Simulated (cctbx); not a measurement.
# What is wrong with this refinement?

Cell a = 8.1090 Å, b = 8.1090 Å, c = 8.1090 Å, α = 90.00°, β = 90.00°, γ = 90.00°; space group F-43m (no. 216). The compound is EuDyVMoO6.

Simulated single-crystal data (cctbx): Cu Kα, λ = 1.54184 Å, to d = 0.83 Å, 80 % of the full sphere, strongest reflection 20000 counts, noise from counting, a 3 % proportional error and a noise floor of 2 counts (s.d.); no absorption.

An anisotropic refinement with weights 1/σ² prints:

```text
Rint 0.031, 14 unique reflections to 1.66 A
cycle     R1     wR2    GooF  max shift (A)
   1  0.0061  0.0179   1.587   0.00648
   2  0.0028  0.0085   0.754   0.00000
final R1 0.0028 wR2 0.0085 GooF 0.754  parameters 8  data/parameter 1.8
atom        x        y        z      Ueq    occ   su(xyz)  su(Uiso or U11)
Dy1    0.25000  0.25000  0.25000   0.0020  1.000  0.00000  0.0014
Eu1    0.25000  0.25000  0.75000   0.0026  1.000  0.00000  0.0014
Mo1    0.00000  0.00000  0.00000   0.0035  1.000  0.00000  0.0014
V1     0.50000  0.00000  0.00000   0.0036  1.000  0.00000  0.0018
O1     0.50000  0.00000  0.74638   0.0114  1.000  0.00063  0.0050  NPD
difference map: max 0.01 min -0.01 rms 0.00
Q1    0.1541  0.1541  0.6541   16    0.01  1.35 A from Eu1
Q2    0.0000  0.0000  0.5000    4    0.01  0.00 A from V1
Q3    0.1604  0.1604  0.1604   16    0.01  1.26 A from Dy1
Q4    0.2500  0.2500  0.7500    4    0.00  0.00 A from Eu1
Q5    0.1450  0.2500  0.2500   24    0.00  0.85 A from Dy1
```

Q: Accept it or mend it, and why?

Mend it. The fault: data cut at low resolution. Against the right model at the same level, R1 goes from 0.0061 to 0.0028 and GooF from 1.01 to 0.75 and O1 goes non-positive-definite. The atoms are right, but there are too few data for the parameters: R1 flatters and the s.u.s grow. Data per parameter fall from 8.4 to 1.8.

The compound is EuDyVMoO6. The right model at the same level gives:

```text
Rint 0.028, 67 unique reflections to 0.85 A
cycle     R1     wR2    GooF  max shift (A)
   1  0.0088  0.0209   1.361   0.00013
   2  0.0061  0.0156   1.015   0.00000
final R1 0.0061 wR2 0.0156 GooF 1.015  parameters 8  data/parameter 8.4
atom        x        y        z      Ueq    occ   su(xyz)  su(Uiso or U11)
Dy1    0.25000  0.25000  0.25000   0.0023  1.000  0.00000  0.0002
Eu1    0.25000  0.25000  0.75000   0.0023  1.000  0.00000  0.0002
Mo1    0.00000  0.00000  0.00000   0.0025  1.000  0.00000  0.0002
V1     0.50000  0.00000  0.00000   0.0041  1.000  0.00000  0.0003
O1     0.50000  0.00000  0.74560   0.0061  1.000  0.00016  0.0008
Flack x: 0.002(9)
Hooft y: 0.006(12)  Bijvoet pairs: 27
difference map: max 0.22 min -0.15 rms 0.06
Q1    0.1287  0.1287  0.1287   16    0.22  1.70 A from Dy1
Q2    0.1235  0.1235  0.6235   16    0.21  1.73 A from V1
Q3    0.1271  0.1271  0.8729   16    0.20  1.73 A from Eu1
Q4    0.1228  0.1228  0.3772   16    0.19  1.72 A from V1
Q5    0.0068  0.2500  0.2500   24    0.16  1.97 A from Dy1
Q6    0.0000  0.0000  0.1465   24    0.15  0.80 A from O1
```

The model was made for the exercise: a known structure type with other elements put in, its volume estimated, not relaxed; displacement parameters are assumed.

[Middle refinement cycles are left out of these outputs.]

[Logs are printed without paths, hosts, clocks, repeated set-up lines and the standing remarks that a program may print on its own settings, such as how far it seeks lower states.]
